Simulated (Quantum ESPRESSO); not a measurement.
# SiC (P6_3mc): a volume series of phonon spectra, part 2 of 10

Aim: how the vibrations of SiC shift with volume, and the expansion that follows.

Quantum ESPRESSO 7.5; DFT LDA, scalar-relativistic, plane waves, GBRV ultrasoft pseudopotentials.

So far. Step 2 (Probe on a coarse mesh): The start is under -4.1 GPa at this level and looks like an insulator or semiconductor on this mesh.

**3. Finding the static equilibrium**

The vibrations must be taken about the equilibrium of this functional, not about the starting cell, so the structure is relaxed.

relax.in

```
 &control
    calculation='vc-relax',
    prefix='x',
    outdir='./tmp',
    pseudo_dir='./pseudo',
    tprnfor=.true.,
    tstress=.true.,
    forc_conv_thr=2.0d-05,
    etot_conv_thr=1.0d-07,
    nstep=40,
 /
 &system
    ibrav=0,
    nat=4,
    ntyp=2,
    ecutwfc=45.0,
    ecutrho=270.0,
    occupations='fixed',
    nbnd=10,
 /
 &electrons
    conv_thr=1.0d-11,
    mixing_beta=0.7,
    electron_maxstep=100,
 /
 &ions
 /
 &cell
    press_conv_thr=0.1,
 /
ATOMIC_SPECIES
 Si     28.0850  Si.upf
 C      12.0110  C.upf
CELL_PARAMETERS angstrom
     3.076000000    0.000000000    0.000000000
    -1.538000000    2.663894142    0.000000000
     0.000000000    0.000000000    5.048000000
ATOMIC_POSITIONS crystal
 Si     0.333333333   0.666666667   0.000000000
 Si     0.666666667   0.333333333   0.500000000
 C      0.333333333   0.666666667   0.385000000
 C      0.666666667   0.333333333   0.885000000
K_POINTS automatic
 12 12 6 0 0 0
```

Started as:

```console
OMP_NUM_THREADS=1 mpirun -n 8 pw.x -nk 8 -in relax.in > relax.out
```

The program printed:

```text
[banner, memory and clock lines left out]
Program PWSCF v.7.5

     Message from routine setup:
     using ibrav=0 with symmetry is DISCOURAGED, use correct ibrav instead

     G-vector sticks info

     bravais-lattice index     =            0
     lattice parameter (alat)  =       5.8128  a.u.
     unit-cell volume          =     279.1382 (a.u.)^3
     number of atoms/cell      =            4
     number of atomic types    =            2
     number of electrons       =        16.00
     number of Kohn-Sham states=           10
     kinetic-energy cutoff     =      45.0000  Ry
     charge density cutoff     =     270.0000  Ry
     scf convergence threshold =      1.0E-11
     mixing beta               =       0.7000
     number of iterations used =            8  plain     mixing
     energy convergence thresh.=      1.0E-07
     force convergence thresh. =      2.0E-05
     press convergence thresh. =      1.0E-01
     Exchange-correlation= SLA  PZ   NOGX NOGC
                           (   1   1   0   0   0   0   0)
     nstep                     =           40

     celldm(1)=   5.812798  celldm(2)=   0.000000  celldm(3)=   0.000000
     celldm(4)=   0.000000  celldm(5)=   0.000000  celldm(6)=   0.000000

     crystal axes: (cart. coord. in units of alat)
               a(1) = (   1.000000   0.000000   0.000000 )
               a(2) = (  -0.500000   0.866025   0.000000 )
               a(3) = (   0.000000   0.000000   1.641092 )

     reciprocal axes: (cart. coord. in units 2 pi/alat)
               b(1) = (  1.000000  0.577350 -0.000000 )
               b(2) = (  0.000000  1.154701  0.000000 )
               b(3) = (  0.000000 -0.000000  0.609350 )

     PseudoPot. # 1 for Si read from file:
     ./pseudo/Si.upf
     Pseudo is Ultrasoft + core correction, Zval =  4.0
     Using radial grid of  899 points,  6 beta functions with:
                l(1) =   0
                l(2) =   0
                l(3) =   1
                l(4) =   1
                l(5) =   2
                l(6) =   2
     Q(r) pseudized with  8 coefficients,  rinner =    0.900   0.900   0.900
                                                       0.900   0.900

     PseudoPot. # 2 for C  read from file:
     ./pseudo/C.upf
     Pseudo is Ultrasoft + core correction, Zval =  4.0
     Using radial grid of  721 points,  4 beta functions with:
                l(1) =   0
                l(2) =   0
                l(3) =   1
                l(4) =   1
     Q(r) pseudized with  8 coefficients,  rinner =    1.100   1.100   1.100

     atomic species   valence    mass     pseudopotential
     Si                4.00    28.08500     Si( 1.00)
     C                 4.00    12.01100     C ( 1.00)

     12 Sym. Ops. (no inversion) found ( 6 have fractional translation)

   Cartesian axes

     site n.     atom                  positions (alat units)
         1        Si     tau(   1) = (  -0.0000000   0.5773503   0.0000000  )
         2        Si     tau(   2) = (   0.5000000   0.2886751   0.8205462  )
         3        C      tau(   3) = (  -0.0000000   0.5773503   0.6318205  )
         4        C      tau(   4) = (   0.5000000   0.2886751   1.4523667  )

     number of k points=    76
                       cart. coord. in units 2pi/alat
        k(    1) = (   0.0000000   0.0000000   0.0000000), wk =   0.0023148
        k(    2) = (   0.0000000   0.0000000   0.1015584), wk =   0.0046296
        k(    3) = (   0.0000000   0.0000000   0.2031167), wk =   0.0046296
        k(    4) = (   0.0000000   0.0000000  -0.3046751), wk =   0.0023148
        k(    5) = (   0.0000000   0.0962250   0.0000000), wk =   0.0138889
        k(    6) = (   0.0000000   0.0962250   0.1015584), wk =   0.0277778
        k(    7) = (   0.0000000   0.0962250   0.2031167), wk =   0.0277778
        k(    8) = (   0.0000000   0.0962250  -0.3046751), wk =   0.0138889
        k(    9) = (   0.0000000   0.1924501   0.0000000), wk =   0.0138889
        k(   10) = (   0.0000000   0.1924501   0.1015584), wk =   0.0277778
        k(   11) = (   0.0000000   0.1924501   0.2031167), wk =   0.0277778
        k(   12) = (   0.0000000   0.1924501  -0.3046751), wk =   0.0138889
        k(   13) = (   0.0000000   0.2886751   0.0000000), wk =   0.0138889
        k(   14) = (   0.0000000   0.2886751   0.1015584), wk =   0.0277778
        k(   15) = (   0.0000000   0.2886751   0.2031167), wk =   0.0277778
        k(   16) = (   0.0000000   0.2886751  -0.3046751), wk =   0.0138889
[...]
Dense  grid:    20857 G-vectors     FFT dimensions: (  32,  32,  50)

     Smooth grid:    11417 G-vectors     FFT dimensions: (  25,  25,  48)

     Initial potential from superposition of free atoms

     starting charge      15.9987, renormalised to      16.0000
     Starting wfcs are   16 randomized atomic wfcs

     per-process dynamical memory:    24.0 Mb

     Self-consistent Calculation

     iteration #  1     ecut=    45.00 Ry     beta= 0.70
     Davidson diagonalization with overlap
     ethr =  1.00E-02,  avg # of iterations =  2.8

     total energy              =     -42.06365505 Ry
     estimated scf accuracy    <       0.91230917 Ry

     iteration #  2     ecut=    45.00 Ry     beta= 0.70
     Davidson diagonalization with overlap
     ethr =  5.70E-03,  avg # of iterations =  2.0

     total energy              =     -42.35384926 Ry
     estimated scf accuracy    <       0.31041043 Ry

     iteration #  3     ecut=    45.00 Ry     beta= 0.70
     Davidson diagonalization with overlap
     ethr =  1.94E-03,  avg # of iterations =  2.1

     total energy              =     -42.39406153 Ry
     estimated scf accuracy    <       0.00559830 Ry

     iteration #  4     ecut=    45.00 Ry     beta= 0.70
     Davidson diagonalization with overlap
     ethr =  3.50E-05,  avg # of iterations =  5.9

     total energy              =     -42.39632336 Ry
     estimated scf accuracy    <       0.00317374 Ry

     iteration #  5     ecut=    45.00 Ry     beta= 0.70
     Davidson diagonalization with overlap
     ethr =  1.98E-05,  avg # of iterations =  2.1

     total energy              =     -42.39698185 Ry
     estimated scf accuracy    <       0.00000693 Ry

     iteration #  6     ecut=    45.00 Ry     beta= 0.70
     Davidson diagonalization with overlap
     ethr =  4.33E-08,  avg # of iterations =  6.5

     total energy              =     -42.39699419 Ry
     estimated scf accuracy    <       0.00001298 Ry

     iteration #  7     ecut=    45.00 Ry     beta= 0.70
     Davidson diagonalization with overlap
     ethr =  4.33E-08,  avg # of iterations =  2.0

     total energy              =     -42.39699632 Ry
[...]
k(   71) = (   0.2516479   0.5327262   0.2044441), wk =   0.0555556
        k(   72) = (   0.2516479   0.5327262  -0.3066662), wk =   0.0277778
        k(   73) = (   0.3355305   0.5811559   0.0000000), wk =   0.0046296
        k(   74) = (   0.3355305   0.5811559   0.1022221), wk =   0.0092593
        k(   75) = (   0.3355305   0.5811559   0.2044441), wk =   0.0092593
        k(   76) = (   0.3355305   0.5811559  -0.3066662), wk =   0.0046296

     Dense  grid:    20353 G-vectors     FFT dimensions: (  32,  32,  50)

     Smooth grid:    11201 G-vectors     FFT dimensions: (  25,  25,  48)

     Initial potential from superposition of free atoms

     starting charge      15.9987, renormalised to      16.0000
     Starting wfcs are   16 randomized atomic wfcs

     per-process dynamical memory:    33.7 Mb

     Self-consistent Calculation

[...]
c_bands:  1 eigenvalues not converged
[...]
total energy              =     -42.40035151 Ry
[...]
iteration #  9     ecut=    45.00 Ry     beta= 0.70
     Davidson diagonalization with overlap
     ethr =  1.15E-09,  avg # of iterations =  1.2

     total energy              =     -42.40035150 Ry
     estimated scf accuracy    <       0.00000005 Ry

     iteration # 10     ecut=    45.00 Ry     beta= 0.70
     Davidson diagonalization with overlap
     ethr =  2.90E-10,  avg # of iterations =  2.0

     total energy              =     -42.40035151 Ry
     estimated scf accuracy    <          1.6E-10 Ry

     iteration # 11     ecut=    45.00 Ry     beta= 0.70
     Davidson diagonalization with overlap
     ethr =  1.01E-12,  avg # of iterations =  6.9

     total energy              =     -42.40035151 Ry
     estimated scf accuracy    <          1.1E-09 Ry

     iteration # 12     ecut=    45.00 Ry     beta= 0.70
     Davidson diagonalization with overlap
     ethr =  1.01E-12,  avg # of iterations =  3.0

     total energy              =     -42.40035151 Ry
     estimated scf accuracy    <          1.1E-10 Ry

     iteration # 13     ecut=    45.00 Ry     beta= 0.70
     Davidson diagonalization with overlap
     ethr =  6.63E-13,  avg # of iterations =  1.2

     total energy              =     -42.40035151 Ry
     estimated scf accuracy    <          9.7E-12 Ry

     iteration # 14     ecut=    45.00 Ry     beta= 0.70
     Davidson diagonalization with overlap
     ethr =  1.00E-13,  avg # of iterations =  2.0

     total energy              =     -42.40035151 Ry
     estimated scf accuracy    <          1.4E-12 Ry

     iteration # 15     ecut=    45.00 Ry     beta= 0.70
     Davidson diagonalization with overlap
     ethr =  1.00E-13,  avg # of iterations =  1.0

     total energy              =     -42.40035151 Ry
     estimated scf accuracy    <          5.1E-13 Ry

     iteration # 16     ecut=    45.00 Ry     beta= 0.70
     Davidson diagonalization with overlap
     ethr =  1.00E-13,  avg # of iterations =  1.0

     End of self-consistent calculation

[...]
k =-0.0000-0.0000-0.3067 (  1388 PWs)   bands (ev):

[...]
k =-0.0000 0.0969-0.3067 (  1402 PWs)   bands (ev):

[...]
k =-0.0000 0.1937-0.3067 (  1396 PWs)   bands (ev):

[...]
k =-0.0000 0.2906 0.1022 (  1395 PWs)   bands (ev):

[...]
k =-0.0000 0.2906 0.2044 (  1392 PWs)   bands (ev):

[...]
k =-0.0000 0.2906-0.3067 (  1396 PWs)   bands (ev):

[...]
k =-0.0000 0.3874 0.0000 (  1387 PWs)   bands (ev):

[...]
k =-0.0000 0.3874 0.1022 (  1393 PWs)   bands (ev):

[...]
k =-0.0000 0.3874 0.2044 (  1395 PWs)   bands (ev):

[...]
k =-0.0000 0.3874-0.3067 (  1388 PWs)   bands (ev):

[...]
k =-0.0000 0.4843 0.0000 (  1402 PWs)   bands (ev):

[...]
k =-0.0000 0.4843 0.1022 (  1398 PWs)   bands (ev):

[...]
k =-0.0000 0.4843 0.2044 (  1392 PWs)   bands (ev):

[...]
k =-0.0000 0.4843-0.3067 (  1414 PWs)   bands (ev):

[...]
k = 0.0000-0.5812-0.0000 (  1396 PWs)   bands (ev):

[...]
k = 0.0000-0.5812 0.1022 (  1394 PWs)   bands (ev):

[...]
k = 0.0000-0.5812 0.2044 (  1392 PWs)   bands (ev):

[...]
k = 0.0000-0.5812-0.3067 (  1412 PWs)   bands (ev):

[...]
k = 0.0839 0.5327-0.3067 (  1402 PWs)   bands (ev):

[...]
k = 0.1678 0.2906-0.3067 (  1392 PWs)   bands (ev):

[...]
k = 0.1678 0.3874-0.3067 (  1394 PWs)   bands (ev):

[...]
k = 0.1678 0.4843-0.3067 (  1394 PWs)   bands (ev):

[...]
k = 0.1678 0.5812-0.3067 (  1392 PWs)   bands (ev):

[...]
k = 0.2516 0.4359 0.1022 (  1400 PWs)   bands (ev):

[...]
k = 0.2516 0.4359 0.2044 (  1393 PWs)   bands (ev):

[...]
k = 0.2516 0.4359-0.3067 (  1394 PWs)   bands (ev):

[...]
k = 0.2516 0.5327 0.0000 (  1404 PWs)   bands (ev):

    -2.0902  -0.8969   2.5502   3.2317   3.9594   4.8065   6.1424   6.1789
    12.0831  16.6450

          k = 0.2516 0.5327 0.1022 (  1404 PWs)   bands (ev):

    -1.9859  -0.8970   2.1779   3.0651   3.6207   5.5199   5.8367   6.7866
    12.6222  16.4824

          k = 0.2516 0.5327 0.2044 (  1396 PWs)   bands (ev):

    -1.6946  -0.9910   1.7343   2.4018   3.7816   5.0758   6.8350   7.6790
    13.7789  15.1670

          k = 0.2516 0.5327-0.3067 (  1400 PWs)   bands (ev):

    -1.3010  -1.3010   1.8287   1.8287   4.3415   4.3415   7.7762   7.7762
    14.4236  14.4236

          k = 0.3355 0.5812 0.0000 (  1404 PWs)   bands (ev):

    -1.3775  -1.3775   2.7293   3.3662   3.3662   5.5052   5.5052   5.7127
    11.7473  17.7319

          k = 0.3355 0.5812 0.1022 (  1398 PWs)   bands (ev):

    -1.3069  -1.3069   2.8337   2.8337   2.8590   5.3634   6.1976   6.1976
    12.3454  17.1132

          k = 0.3355 0.5812 0.2044 (  1404 PWs)   bands (ev):

    -1.1444  -1.1444   2.1019   2.1019   3.2410   4.6147   7.3145   7.3145
    13.8016  15.4675

          k = 0.3355 0.5812-0.3067 (  1404 PWs)   bands (ev):

    -1.0482  -1.0482   1.7938   1.7938   3.8489   3.8489   7.8665   7.8665
    14.7342  14.7342

     highest occupied, lowest unoccupied level (ev):     9.6181   11.7473

!    total energy              =     -42.40035151 Ry
     estimated scf accuracy    <          1.8E-14 Ry

     The total energy is the sum of the following terms:
     one-electron contribution =      11.29717606 Ry
     hartree contribution      =       4.66530094 Ry
     xc contribution           =     -16.27945264 Ry
     ewald contribution        =     -42.08337587 Ry

     convergence has been achieved in  16 iterations

     Forces acting on atoms (cartesian axes, Ry/au):

     atom    1 type  1   force =    -0.00000000   -0.00000000   -0.00000727
     atom    2 type  1   force =    -0.00000000    0.00000000   -0.00000727
     atom    3 type  2   force =     0.00000000   -0.00000000    0.00000727
     atom    4 type  2   force =     0.00000000   -0.00000000    0.00000727

     Total force =     0.000015     Total SCF correction =     0.000000

     Computing stress (Cartesian axis) and pressure

          total   stress  (Ry/bohr**3)                   (kbar)     P=       -0.14
  -0.00000110   0.00000000  -0.00000000           -0.16        0.00       -0.00
   0.00000000  -0.00000110  -0.00000000            0.00       -0.16       -0.00
  -0.00000000  -0.00000000  -0.00000074           -0.00       -0.00       -0.11

     XML data file, charge density, pseudopotentials, collected wavefunctions
```

Wall time 14 s (8 MPI ranks of Arm Neoverse V2, shared host).

Relaxation path:

| step | energy less that of the first step (eV) | largest force (eV/Å) | volume (Å³) |
| --- | --- | --- | --- |
| 1 | 0.0000 | 0.7342 | 41.36 |
| 2 | -0.0413 | 0.2156 | 40.51 |
| 3 | -0.0456 | 0.0350 | 40.51 |
| 4 | -0.0462 | 0.0013 | 40.55 |
| 5 | -0.0462 | 0.0002 | 40.56 |
| 6 | -0.0456 | 0.0002 | 40.56 |

| conventional cell, symmetrised | before | after | change |
| --- | --- | --- | --- |
| a (Å) | 3.076 | 3.056 | -0.7 % |
| b (Å) | 3.076 | 3.056 | -0.7 % |
| c (Å) | 5.048 | 5.015 | -0.6 % |
| volume (Å³/atom) | 10.34 | 10.14 | -1.9 % |

The atoms that moved most (Å, as changes of fractional coordinates times the final cell):

| atom | dx | dy | dz | length |
| --- | --- | --- | --- | --- |
| Si1 | 0.000 | 0.000 | 0.023 | 0.023 |
| C3 | 0.000 | 0.000 | -0.023 | 0.023 |
| C4 | 0.000 | 0.000 | -0.023 | 0.023 |
| Si2 | 0.000 | 0.000 | 0.023 | 0.023 |

The relaxed structure:

```cif
data_structure
_symmetry_space_group_name_H-M 'P 1'
_symmetry_Int_Tables_number 1
_cell_length_a 3.0559
_cell_length_b 3.0559
_cell_length_c 5.0152
_cell_angle_alpha 90.000
_cell_angle_beta 90.000
_cell_angle_gamma 120.000
_cell_volume 40.56
loop_
_atom_site_label
_atom_site_type_symbol
_atom_site_fract_x
_atom_site_fract_y
_atom_site_fract_z
_atom_site_occupancy
Si1 Si 0.33333 0.66667 0.00460 1
Si2 Si 0.66667 0.33333 0.50460 1
C3 C 0.33333 0.66667 0.38040 1
C4 C 0.66667 0.33333 0.88040 1
```

Numbers from this step:

| Property | Result |
| --- | --- |
| volume per atom | 10.14 Å³ |
| pressure | -0.01433 GPa |
| gap on the k-mesh | 2.129 eV |

After the last step pw.x solved the final cell once more on a basis chosen for it, which moves the energy without moving the atoms.

(Continued in part 3 of 10.)

[Logs are printed without paths, hosts, clocks, repeated set-up lines and the standing remarks that a program may print on its own settings, such as how far it seeks lower states.]

[Hosts, paths, dates, database ids (printed as entryN), source tags and the programs' standing remarks are cut or masked in the printed files.]

[A step with changed settings may run another functional than the one named; its input shows which.]

[Of the runs on displaced cells, only some may be shown.]
